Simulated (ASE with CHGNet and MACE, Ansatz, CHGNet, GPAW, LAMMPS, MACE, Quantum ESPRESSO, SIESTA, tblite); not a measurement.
# Running glassy 85GeO2-15Li2O (mol %) (78 atoms) with machine-learned potentials

Wanted: machine-learned potentials inputs and outputs for glassy 85GeO2-15Li2O (mol %) (78 atoms), checked against a plane-wave reference.

Program: ASE with CHGNet and MACE. Level of theory: the method is named at each step. Results are calculated unless marked as measured.

**1. The starting structure**

The cell holds 78 atoms: 22 Ge, 8 Li and 48 O. Cell: a = 10.276 Å, b = 10.276 Å, c = 10.276 Å, α = 90.0°, β = 90.0°, γ = 90.0°. 78 atoms (22 Ge, 8 Li, 48 O) placed at random at 3.6 g/cm³, melted at 4000 K for 10 ps at fixed volume with the Morse and Coulomb pair potential with partial charges (Pedone, Malavasi, Menziani, Cormack and Segre, J. Phys. Chem. B 110, 11780 (2006)). Quenched from 4000 K to 300 K at 30 K/ps and fixed volume, held 10 ps at zero pressure.

The yardstick, on the same geometry:

```
method                                           : Kohn-Sham DFT, PBE, SSSP efficiency 1.3.0 pseudopotentials, plane waves (Quantum ESPRESSO 7.5); sssp-pbe-1.3.0-efficiency, cutoffs 60/480 Ry, Γ point
r.m.s. force component                           : 1.166 eV/Å
longest force                                    : 3.994 eV/Å
pressure                                         : 7.34 GPa
gap (highest filled to lowest empty level) : 1.337 eV
time                                             : 2.1 min on 4 MPI ranks of Arm Neoverse V2, shared host
CPU time                                         : 8.2 min
```

**2. CHGNet 0.3.0 potential**

Method: machine-learned interatomic potential CHGNet 0.3.0, trained on PBE(+U) plane-wave data.

Input file run.py:

```python
import numpy as np
from ase.io import read
import mlip  # loads the published weights by name

atoms = read("structure.xyz")
atoms.calc = mlip.calc("chgnet-0.3.0")
energy = atoms.get_potential_energy()
forces = atoms.get_forces()
print(f"energy {energy:.6f} eV")
print("forces (eV/A)")
for i, (a, f) in enumerate(zip(atoms, forces)):
    print(f"{i:4d} {a.symbol:2s} {f[0]:10.5f} {f[1]:10.5f} {f[2]:10.5f}")
stress = -atoms.get_stress(voigt=False) * 160.21766
print("stress (GPa, compression positive)")
for row in stress:
    print(" ".join(f"{x:10.4f}" for x in row))
```

Input file structure.xyz:

```xyz
78
Lattice="10.27607 0.00000 0.00000 0.00000 10.27607 0.00000 0.00000 0.00000 10.27607" Properties=species:S:1:pos:R:3 pbc="T T T"
Ge 9.29152 3.08734 9.51780
Ge 2.52822 10.04208 6.12238
Ge 6.22925 3.56775 0.63660
Ge 4.03254 6.07922 0.28177
Ge 3.47866 2.57929 7.35232
Ge 3.18270 2.63191 3.25412
Ge 9.63618 6.54483 1.98534
Ge 8.78398 8.47601 9.66906
Ge 3.79834 1.35624 0.28239
Ge 3.46900 5.97636 3.60587
Ge 8.60775 8.47879 6.17366
Ge 5.80115 9.03863 0.84480
Ge 0.41022 0.56642 0.79845
Ge 5.79334 0.51719 3.68315
Ge 0.06484 3.00894 4.67458
Ge 10.02513 0.84675 7.19818
Ge 0.86483 6.12608 5.76488
Ge 1.58632 4.87260 8.55195
Ge 5.17092 8.00146 5.72459
Ge 7.30433 3.56621 3.77389
Ge 5.89651 4.85822 6.53291
Ge 0.25176 9.31855 3.68418
Li 7.43782 8.34674 3.51072
Li 9.86400 3.19678 2.06015
Li 6.86154 6.91549 7.94648
Li 8.89682 5.72583 8.33245
Li 3.08056 9.22349 9.57802
Li 6.32400 6.15773 2.39381
Li 2.00126 4.60337 1.30136
Li 3.15465 7.22418 7.73151
O 3.68705 7.39055 9.54852
O 1.53298 9.62888 4.75412
O 6.61799 3.96533 2.27060
O 8.15160 6.60885 2.76097
O 0.14325 0.24550 2.44283
O 2.58669 5.11902 9.81169
O 2.09324 3.54319 7.63286
O 3.77193 1.94475 8.87904
O 7.19407 9.08795 10.04815
O 6.79320 1.88227 4.00654
O 0.19144 5.10803 1.92933
O 6.62231 4.55312 4.97783
O 5.42597 9.66177 4.90960
O 4.75988 3.59621 6.84592
O 7.73274 3.47660 10.10210
O 0.39183 4.49146 5.46574
O 8.86969 9.93614 7.03007
O 9.96799 7.35191 5.84606
O 5.01575 6.38945 6.64430
O 8.62645 7.67561 8.20534
O 3.58070 8.71822 6.45080
O 4.48489 9.95422 0.37220
O 9.26480 7.17958 0.38597
O 0.26512 7.82060 2.82140
O 3.32914 6.02897 1.93108
O 8.94470 3.30725 3.75878
[... 18 atom lines left out ...]
O 1.55004 2.72110 3.78221
O 10.18903 1.70079 5.74073
O 1.46177 6.19061 7.39065
O 2.14420 6.29348 4.69308
```

Started as:

```sh
$ OMP_NUM_THREADS=1 python run.py > output.txt
```

The program printed:

```text
CHGNet v0.3.0 initialized with 412,525 parameters
CHGNet will run on cpu
energy -508.657928 eV
forces (eV/A)
   0 Ge   -0.33546   -0.29503    0.13807
   1 Ge   -0.24843    0.48295   -1.03109
   2 Ge   -1.12279   -0.33783   -0.26109
   3 Ge    0.76933    1.52626    0.34685
   4 Ge    0.67263    1.22673    0.66336
   5 Ge    1.20554    0.06187   -0.83398
   6 Ge   -0.15731    1.54109    0.43162
   7 Ge   -0.48534    0.90203    1.62234
   8 Ge   -0.71337    2.10635    0.87067
   9 Ge   -0.28948   -1.66345    2.18680
  10 Ge    1.80893   -0.70541   -0.63376
  11 Ge    2.04167   -1.13820    0.56017
  12 Ge    0.39700   -1.01787   -1.49754
  13 Ge   -0.41625    0.62471    0.31220
  14 Ge    2.81547    0.39453    1.43949
  15 Ge    1.94745   -0.44031   -0.30265
  16 Ge   -0.90851   -0.57723   -0.81077
  17 Ge   -0.62205   -0.26073   -1.92165
  18 Ge   -0.43202    0.10355   -1.97994
  19 Ge   -3.56952   -1.53962    1.36621
  20 Ge    0.14969   -0.43023    0.11515
  21 Ge   -1.07341   -1.61402    0.00299
  22 Li    0.28343   -0.15526   -0.16700
  23 Li    0.31485    0.74539    0.02255
[...]
70 O     0.11176    0.79799    1.52720
  71 O     0.98305    0.92159    0.54157
  72 O     0.79675   -1.10183    0.12083
  73 O     0.93659    0.86957    0.11793
  74 O    -1.91946   -0.78577   -0.17795
  75 O    -0.24962    0.21151   -1.28431
  76 O     0.91557    0.77717    1.58062
  77 O     0.83990    0.99193   -0.95297
stress (GPa, compression positive)
    7.9955     0.3083     1.0632
    0.3083     6.1063    -0.6248
    1.0632    -0.6248     9.6932
```

Wall time 3.8 s (1 thread of Arm Neoverse V2, shared host); peak memory 1.1 GiB.

Banners, paths, timers and routine set-up lines are dropped from the logs unmarked, and long logs keep their key lines alone; longer cuts are marked.

Compared with the plane-wave run:

```yaml
r_m_s_force_component: 1.043 eV/Å
r_m_s_difference_of_force_components: 194 meV/Å
longest_difference_of_force_vectors: 637.2 meV/Å
force_difference_over_r_m_s_force: 16.63 %
slope_of_forces_against_the_reference_s: 0.8856
correlation_of_force_components: 0.9908
pressure: 7.932 GPa
pressure_difference: 0.5914 GPa
```

Length of the force difference by element (eV/Å):

| element | atoms | mean | most |
| --- | --- | --- | --- |
| Ge | 22 | 0.35 | 0.63 |
| Li | 8 | 0.26 | 0.42 |
| O | 48 | 0.30 | 0.64 |

A closer look about Ge3, picked at random: 11 atoms, nearest first, numbered in the order of the input, with positions taken from that point.

| atom | x | y | z | distance (Å) | bonds | Fx | Fy | Fz (eV/Å) |
| --- | --- | --- | --- | --- | --- | --- | --- | --- |
| Ge3 | 0.00 | 0.00 | 0.00 | 0.00 | 4 | -1.12 | -0.34 | -0.26 |
| O73 | -0.83 | -1.48 | 0.05 | 1.70 | 2 | 0.80 | -1.10 | 0.12 |
| O45 | 1.50 | -0.09 | -0.81 | 1.71 | 2 | 0.59 | 0.29 | -0.56 |
| O60 | -0.99 | 1.28 | -0.58 | 1.72 | 2 | 0.29 | 0.20 | -0.61 |
| O33 | 0.39 | 0.40 | 1.63 | 1.73 | 3 | -0.07 | 1.69 | -0.18 |
| Li28 | 0.09 | 2.59 | 1.76 | 3.13 | 3 | 0.30 | 0.09 | 0.02 |
| Ge9 | -2.43 | -2.21 | -0.35 | 3.31 | 5 | -0.71 | 2.11 | 0.87 |
| Ge20 | 1.08 | 0.00 | 3.14 | 3.32 | 4 | -3.57 | -1.54 | 1.37 |
| Ge4 | -2.20 | 2.51 | -0.35 | 3.36 | 4 | 0.77 | 1.53 | 0.35 |
| Ge1 | 3.06 | -0.48 | -1.39 | 3.40 | 4 | -0.34 | -0.30 | 0.14 |
| O58 | -3.19 | -0.87 | 0.87 | 3.42 | 3 | -0.22 | 0.17 | -0.83 |

Atoms are counted from 1 here, from 0 in the log.

Forces lie 17 % from the reference's, at 0.0075 times its CPU time (on 1 against 4 cores).

**3. MACE MPA-0 medium potential**

Method: machine-learned interatomic potential MACE MPA-0 medium, trained on PBE(+U) plane-wave data.

Edit run.py of step 2 so:

```diff
@@ -5,3 +5,3 @@
 atoms = read("structure.xyz")
-atoms.calc = mlip.calc("chgnet-0.3.0")
+atoms.calc = mlip.calc("mace-mpa-0-medium")
 energy = atoms.get_potential_energy()
```

structure.xyz is that of step 2.

The program printed:

```text
energy -474.412460 eV
forces (eV/A)
   0 Ge   -0.32127   -0.31282    0.10163
   1 Ge   -0.14680    0.51473   -1.20838
   2 Ge   -1.09474   -0.44076   -0.27286
   3 Ge    0.76438    1.98463    0.41476
   4 Ge    0.63699    1.42162    0.79153
   5 Ge    1.40703   -0.09480   -1.02513
   6 Ge   -0.28371    1.50028    0.41697
   7 Ge   -0.55663    0.87450    1.53636
   8 Ge   -0.63381    2.22786    1.00962
   9 Ge   -0.45784   -1.54273    2.28298
  10 Ge    2.19366   -0.56352   -0.44790
  11 Ge    2.04744   -1.20086    0.61474
  12 Ge    0.33603   -0.98610   -1.57470
  13 Ge   -0.04376    0.76910    0.41087
  14 Ge    2.45937    0.48579    1.71545
  15 Ge    1.63467   -0.33438   -0.22738
  16 Ge   -1.12528   -0.78420   -0.98016
  17 Ge   -0.67933   -0.22970   -1.88321
  18 Ge   -0.43271    0.17277   -2.04488
  19 Ge   -3.41785   -1.49714    1.32644
  20 Ge    0.44954   -0.47382    0.09816
  21 Ge   -1.22006   -1.69924   -0.12934
  22 Li    0.47480   -0.14945   -0.22871
  23 Li    0.24862    0.92409   -0.01887
[...]
70 O     0.14699    0.67697    1.70651
  71 O     1.01122    1.03217    0.62148
  72 O     0.84289   -1.12022    0.03901
  73 O     1.03835    0.98934    0.06660
  74 O    -2.02284   -0.72862   -0.24275
  75 O    -0.12698    0.32721   -1.52056
  76 O     0.90619    0.69532    1.80267
  77 O     1.06319    0.99938   -1.13161
stress (GPa, compression positive)
    7.3367     0.5002     1.2023
    0.5002     5.5813    -0.9306
    1.2023    -0.9306     9.8971
```

Elapsed: 7.9 s, on 1 thread; peak memory 1 GiB.

Against the reference:

```yaml
r_m_s_force_component: 1.098 eV/Å
r_m_s_difference_of_force_components: 111.5 meV/Å
longest_difference_of_force_vectors: 422.1 meV/Å
force_difference_over_r_m_s_force: 9.563 %
slope_of_forces_against_the_reference_s: 0.9382
correlation_of_force_components: 0.997
pressure: 7.605 GPa
pressure_difference: 0.2647 GPa
```

Against the first run (17 %), the force difference from the reference is 9.6 %, at 1.9 times the CPU time.

**4. MACE MP-0b2 small potential**

Method: machine-learned interatomic potential MACE MP-0b2 small, trained on PBE(+U) plane-wave data.

Edit run.py of step 3 so:

```diff
@@ -5,3 +5,3 @@
 atoms = read("structure.xyz")
-atoms.calc = mlip.calc("mace-mpa-0-medium")
+atoms.calc = mlip.calc("mace-mp-0b2-small")
 energy = atoms.get_potential_energy()
```

structure.xyz is that of step 3.

The program printed:

```text
energy -475.020578 eV
forces (eV/A)
   0 Ge   -0.17036   -0.29190    0.12226
   1 Ge   -0.30671    0.48966   -1.32377
   2 Ge   -1.16393   -0.53249   -0.18697
   3 Ge    0.78865    1.88130    0.44170
   4 Ge    0.68452    1.39895    0.76250
   5 Ge    1.42210   -0.26977   -0.87189
   6 Ge   -0.12605    1.61848    0.20962
   7 Ge   -0.54381    0.77046    1.68483
   8 Ge   -0.72660    2.33900    0.86948
   9 Ge   -0.36721   -1.58529    2.26938
  10 Ge    2.11235   -0.66067   -0.41488
  11 Ge    2.15403   -1.02295    0.59228
  12 Ge    0.35583   -0.85002   -1.56280
  13 Ge   -0.09328    0.81974    0.19117
  14 Ge    2.62670    0.37634    1.68570
  15 Ge    1.67172   -0.37434   -0.21317
  16 Ge   -1.03864   -0.79080   -0.79947
  17 Ge   -0.77251   -0.34299   -1.88720
  18 Ge   -0.54705    0.10964   -1.91812
  19 Ge   -3.51209   -1.48860    1.31178
  20 Ge    0.48378   -0.55819    0.09119
  21 Ge   -1.16121   -1.65791   -0.13730
  22 Li    0.38421   -0.15257   -0.19279
  23 Li    0.31644    0.99676   -0.04941
[...]
70 O     0.13087    0.64571    1.74284
  71 O     1.00844    0.99721    0.60089
  72 O     0.78514   -1.12675    0.11557
  73 O     1.00139    0.93575    0.01629
  74 O    -1.98876   -0.77997   -0.22041
  75 O    -0.17848    0.43407   -1.53662
  76 O     0.89845    0.80835    1.69095
  77 O     1.04848    1.02089   -1.14107
stress (GPa, compression positive)
    7.1154     0.3964     1.0298
    0.3964     5.2937    -0.8687
    1.0298    -0.8687     9.4007
```

It took 6.1 s on 1 thread; peak memory 0.66 GiB.

Compared with the plane-wave run:

* r.m.s. force component: 1.103 eV/Å
* r.m.s. difference of force components: 124.3 meV/Å
* longest difference of force vectors: 559.8 meV/Å
* force difference over r.m.s. force: 10.66 %
* slope of forces against the reference's: 0.9414
* correlation of force components: 0.9956
* pressure: 7.27 GPa
* pressure difference: -0.0704 GPa

Against the first run (17 %), the force difference from the reference is 11 %, at 1.4 times the CPU time.

**5. The ladder**

Differences are against the plane-wave reference, forces as r.m.s. over components; share is that over the reference's r.m.s. force, slope the least-squares factor from reference forces to these. Total energies of different programs have different zeros and aren't compared.

| run | Δ force, r.m.s. (meV/Å) | share (%) | slope | Δ pressure (GPa) | cores | CPU time | memory (GiB) |
| --- | --- | --- | --- | --- | --- | --- | --- |
| reference | - | - | - | - | 4 | 8.2 min | 3.4 |
| CHGNet 0.3.0 potential | 194 | 16.6 | 0.886 | 0.591 | 1 | 3.7 s | 1.1 |
| MACE MPA-0 medium potential | 112 | 9.56 | 0.938 | 0.265 | 1 | 7 s | 1 |
| MACE MP-0b2 small potential | 124 | 10.7 | 0.941 | -0.0704 | 1 | 5.3 s | 0.66 |

Times of the machine-learned potentials are mostly Python's start and the loading of weights.

CPU time is summed over cores on a shared host, where runs went side by side, so it is rough. Symmetry, cutoffs, thresholds, outputs and thread counts weren't matched or tuned between programs; memory under MPI is the largest rank's times the ranks.

**6. Summary of results**

- nearest in forces: MACE MPA-0 medium potential, 9.6 %
- its CPU time: 7 s

Machine-learned potentials differ by 9.6 % (MACE MPA-0 medium potential) to 17 % (CHGNet 0.3.0 potential); they were trained on other programs' data. The reference's pressure holds the uncorrected Pulay stress of its 60 Ry basis, so small pressure differences, and their order, may be the reference's own error. Machine-learned potentials mimic data converged in k, so the reference's own k-point error enters their differences. The quench rate of 30 K/ps is many orders above laboratory rates, so the cell is likely richer in defects and strain than a real sample. The network of bonds at the start is that of the classical potential that made the cell, and needn't be the one that DFT or experiment would give. The reference's stress is far from hydrostatic: its diagonal is 7.0, 5.3, 9.8 GPa, compression counted positive. The electronic-structure runs sample only Γ, in a cell whose shortest periodic width is 10 Å.

[Also dropped from logs without a mark: logging warnings of Python, and SIESTA's first energy breakdown and zero terms.]

[Logs are printed without paths, hosts, clocks, repeated set-up lines and the standing remarks that a program may print on its own settings, such as how far it seeks lower states.]

[Hosts, paths, dates, database ids (printed as entryN), source tags and the programs' standing remarks are cut or masked in the printed files.]
